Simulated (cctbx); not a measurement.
# Symmetry from intensities

Cell: a = 5.6420 Å, b = 5.6420 Å, c = 4.7280 Å, α = 90.00°, β = 90.00°, γ = 90.00°. Expected content of the cell: Lu2 Si4 B8.

The data are simulated with cctbx, not measured: Mo Kα, λ = 0.71073 Å, to d = 0.84 Å, 95 % of the full sphere, strongest reflection 5000 counts, noise from counting, a 4 % proportional error and a noise floor of 15 counts (s.d.); no absorption.

Tests on the unmerged data give:

```text
1010 reflections to d = 0.841 A
centring   violations  <I/sigma> of those
    A        255 of   507      9.8
    B        253 of   514      9.5
    C        262 of   509     10.1
    I          0 of   493      0.0
    R        353 of   668     10.2
    F        385 of   765      9.8
Laue class    unique    Rint  (classes that these axes allow; Friedel mates merged)
I 1 2/m 1         151   0.032
I 1 1 2/m         152   0.031
I 2/m 1 1         151   0.032
I m m m            93   0.035
I 4/m              77   0.035
I 4/m m m          53   0.036
space group    extra absences  I>4sigma  <I/sigma>
I 4 2 2                 0          0         -  acentric
I 4 m m                 0          0         -  acentric
I -4 m 2                0          0         -  acentric
I -4 2 m                0          0         -  acentric
I 4/m m m               0          0         -  centric
Wilson B = 0.33 A^2   <|E^2-1|> = 0.457 (0.968 centric, 0.736 acentric)   E^2>4: 0.0 %
shell (A)         n   <I/sigma>
 3.99 - 1.33     17     56.9
 1.33 - 1.06     13     53.2
 1.06 - 0.93      9     54.9
 0.93 - 0.84     14     58.8
```

**Question.** What are the lattice type, the Laue class and the likely space group?

The reflections that I centring forbids are absent (⟨I/σ⟩ near 0), so the lattice is I.

Rint stays low (0.031 to 0.036) up to I 4/m m m, the highest class in these axes.

5 settings pass the absence test. No glide or screw absences show, which leaves I 4 2 2, I 4 m m, I -4 m 2, I -4 2 m and I 4/m m m.

⟨|E²−1|⟩ = 0.457 leans to a non-centrosymmetric structure, or to twinning, which lowers it. Here that hint misleads: the statistic assumes many like atoms on general positions, and few, heavy or special-position atoms break it. The Wilson B of 0.33 Å² means U ≈ 0.0042 Å².

The true group is I4/mmm (no. 139), Laue class 4/mmm, centrosymmetric. The tables only narrow the choice to the tied entries; cell content, site symmetry and trial solutions must settle it.

The model is made up (kin elements in a known structure type, no relaxation), so it says nothing on whether the phase exists.

[Logs are printed without paths, hosts, clocks, repeated set-up lines and the standing remarks that a program may print on its own settings, such as how far it seeks lower states.]
